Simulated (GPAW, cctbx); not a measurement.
## Bonding in Ga4As3N as X-rays see it

Question: by how much does bonding change the structure factors of Ga4As3N?

The cell is our own: ordered zincblende alloy in the eight-atom cube, 1 of 4 As sites given to N. All numbers below are calculated.

## Step 1: Relax the structure

The density hangs on the geometry, so cell and atoms are relaxed first, with the symmetry held. The cutoff is set higher than for the density because stress converges slowly with plane waves.

Settings: GPAW 26.7.0, PBE, 900 eV, 4×4×4 k-points, Fermi–Dirac width 0.02 eV, BFGS to 0.02 eV/Å.

```text
cell
1.0
     5.450000000    0.000000000    0.000000000
     0.000000000    5.450000000    0.000000000
     0.000000000    0.000000000    5.450000000
N Ga As
1 4 3
Direct
0.000000000 0.000000000 0.000000000
0.250000000 0.250000000 0.250000000
0.250000000 0.750000000 0.750000000
0.750000000 0.250000000 0.750000000
0.750000000 0.750000000 0.250000000
0.000000000 0.500000000 0.500000000
0.500000000 0.000000000 0.500000000
0.500000000 0.500000000 0.000000000
```

```console
$ OMP_NUM_THREADS=1 mpirun -n 4 gpaw python run.py > gpaw.log
```

```text
BFGS:    0      -33.811900        2.841154
BFGS:    1      -34.257576        2.465866
BFGS:    2      -35.306240        0.886459
BFGS:    3      -35.423072        0.206332
...
BFGS:    6      -35.429833        0.037620
BFGS:    7      -35.430122        0.025568
BFGS:    8      -35.430301        0.017063
cell  5.4736 5.4736 5.4736  90.00 90.00 90.00
volume 163.991 A^3, largest force 0.010 eV/A, largest stress 0.03 GPa
```

After 8 steps the volume has changed by +1.3 % and the energy by -1.618 eV; the largest stress left is 0.03 GPa. It took 1.8 min on 4 cores of Arm Neoverse V2 (shared host), peak memory 1.3 GiB.

Relaxed structure: P-43m (no. 215), a = 5.4736 Å, b = 5.4736 Å, c = 5.4736 Å, α = 90.00°, β = 90.00°, γ = 90.00°.

```csv
atom,mult.,x,y,z
As1,3,0,1/2,1/2
Ga1,4,0.2225,0.2225,0.2225
N1,1,0,0,0
```

## Step 2: Density and charge transfer

X-rays see the whole electron density, so the PAW density is rebuilt with its core regions. Subtracting spherical free atoms from the same code cancels the cores and leaves the deformation density Δρ, the part due to bonding.

Settings: PBE, 600 eV, 4×4×4 k-points, Fermi–Dirac width 0.02 eV; primitive cell of 8 atoms.

```console
$ OMP_NUM_THREADS=1 mpirun -n 4 gpaw python run.py > gpaw.log
```

```text
|iter:   1|       0s |  -37.104396 | -0.63 |       |
|iter:   2|       1s |  -36.517774 | -2.16 | -0.79 |
|iter:   3|       2s |  -35.282347 | -1.21 | -0.83 |
...
|iter:   7|       4s |  -35.262029c| -5.47 | -2.83 |
|iter:   8|       5s |  -35.262040c| -6.56 | -3.26 |
|iter:   9|       5s |  -35.262040c| -7.90c| -4.13c|
```

```text
grid (64, 64, 64)  electrons 230.000  moved by bonding 1.899 e
deformation density beyond 0.5 A of the nuclei: max 0.174, min -0.070 e/A^3
atom        x       y       z   Voronoi charge  moment
As1    0.0000  0.5000  0.5000     -0.162       0.00
As2    0.5000  0.0000  0.5000     -0.162       0.00
As3    0.5000  0.5000  0.0000     -0.162       0.00
Ga4    0.2225  0.2225  0.2225      0.219       0.00
Ga5    0.2225  0.7775  0.7775      0.219       0.00
Ga6    0.7775  0.2225  0.7775      0.219       0.00
Ga7    0.7775  0.7775  0.2225      0.219       0.00
N 8    0.0000  0.0000  0.0000     -0.393       0.00
mean inner potential of superposed free atoms 15.404 V
total magnetic moment 0.000 muB
```

Deformation density in a plane through the shortest contact of the Ga atom at the origin, in 0.01 e/Å³ (clipped at ±99); x from -1.6 to 3.7 Å, y from 2.4 down to -2.4 Å:

```text
 -2   .   .  -3  -2  -2  -1  -1  -1  -1  -1  -1  -1  -1  -2  -2
 -1   .   .  -3  -2  -1  -1  -1  -1  -2  -2  -2  -2  -2  -2  -2
  1   0   2   6   5   2  -1  -2  -2  -1  -1  -1  -2  -2  -2  -2
  2   5  11  12   8   2  -2  -2  -1   0   0   1   1  -1  -2  -2
  0   3   6   5  -1  -4  -5  -2   2   3   4   7   7   2  -1  -2
 -1  -1  -2  -5   .   .  -7   0  10   9   .   .   7   4   0  -1
 -2  -3  -4  -3   .   .  -5   1  16  16   .   .   2   3   0  -1
 -1  -2  -3  -5   .   .  -6   0  10  10   .   .  10   5   0  -1
 -1   0   0  -2  -5  -6  -6  -2   3   7  11  17  12   3  -1  -2
 -1   0   0   0  -2  -3  -3  -2  -1   1   3   2  -2  -5  -5  -2
 -1  -1  -1  -1  -1  -2  -2  -2  -2  -3  -5  -7   .   .  -6   0
 -1  -1  -1  -1  -1  -1  -2  -2  -2  -4  -6  -2   .   .  -5   3
 -1  -2  -2  -2  -2  -2  -2  -2  -2  -2  -4  -5   .  -2  -5   3
```

Atoms in or within 0.15 Å of the plane: As (-1.1, 2.2), Ga (0.0, 0.0), Ga (2.8, -2.0), N (2.1, 0.0) Å. Dots mark points within about 0.45 Å of a nucleus; large values next to them are atomic features.

N gains most (-0.39 e) and Ga loses most (+0.22 e), as electronegativity suggests. Such charges fall far short of formal ones, since overlapping free atoms already put density on their neighbours. Along the shortest contact from the Ga atom at the map's origin, Ga–N at 2.11 Å, Δρ is +0.09 e/Å³ at the midpoint and highest, +0.17, 1.38 Å from Ga (points within 0.5 Å of a nucleus left out): the build-up leans to one atom, as in a polar bond or on the flank of an anion. At the midpoints of other shortest contacts it is +0.12 (As–Ga, 2.47 Å) e/Å³. Point values carry grid noise of about 0.01 e/Å³. The run needed 9 iterations, 11 s.

## Step 3: Structure factors

The Fourier components of Δρ, added to those of the free atoms, give the static X-ray structure factors; the Mott–Bethe relation turns them into the Fourier components V of the potential that fast electrons feel.

```text
static structure factors of the conventional cell: F in electrons, V (Mott-Bethe) in volts
   h  k  l      d  |F| table  |F| free   |F| DFT   change   |V| free  |V| DFT  change %
   0  1  0  5.4736     4.567     4.584     4.629    0.045     0.062    0.024    -61.0
   0  1  1  3.8704    20.218    20.258    20.151   -0.107     0.866    0.911      5.2
   1  1  1  3.1602   135.147   135.225   135.866    0.641     6.766    6.581     -2.7
   0  2  0  2.7368    10.562    10.509     9.983   -0.525     0.030    0.140    362.7
   0  2  1  2.4479    37.616    37.625    37.339   -0.286     1.416    1.463      3.4
   1  2  1  2.2346    39.662    39.602    39.285   -0.317     1.502    1.544      2.8
   0  2  2  1.9352   157.109   156.679   156.473   -0.205     6.182    6.204      0.3
   1  2  2  1.8245    12.006    11.979    11.810   -0.169     0.373    0.387      3.8
   0  3  0  1.8245    64.445    64.199    64.002   -0.197     2.168    2.186      0.8
   0  3  1  1.7309    27.221    27.135    27.037   -0.098     0.791    0.800      1.0
   1  3  1  1.6504   100.407   100.034    99.676   -0.358     3.619    3.647      0.8
   2  2  2  1.5801     3.267     3.253     3.921    0.668     0.214    0.207     -3.3
   0  3  2  1.5181    19.406    19.277    19.321    0.044     0.810    0.807     -0.4
   1  3  2  1.4629    26.312    26.197    26.270    0.073     0.798    0.793     -0.5
```

The largest X-ray change is +0.67 e on 222, 20.5 % of |F|. For electrons V goes as (Z − F)/g², so a change of F counts against Z − F, which is small at low angle and wherever the atoms' terms cancel: |V| of 011 moves by +5.2 % (0.87 to 0.91 V) against -0.5 % in |F|. The last three rows still change by up to 0.67 e; the table stops while the angles are still low. The tabulated Hartree–Fock atoms differ from the free DFT atoms by up to 0.43 e, so the choice of reference atom matters too.

## Step 4: Answer

Bonding moves 1.90 e in the primitive cell of Ga4As3N and changes the structure factors of the conventional cell in the table above by at most 0.67 e (222, 20.5 %). The shortest bond, Ga–N, has Δρ = +0.09 e/Å³ at its midpoint, on a slope that rises towards one atom. Limits: static density, frozen cores, no spin–orbit coupling.

[Outputs are excerpts: Python notices, other lines and further rows are left out; steps that failed or that the build refused (PBEsol, TPSS) are not shown.]

[Logs are printed without paths, hosts, clocks, repeated set-up lines and the standing remarks that a program may print on its own settings, such as how far it seeks lower states.]
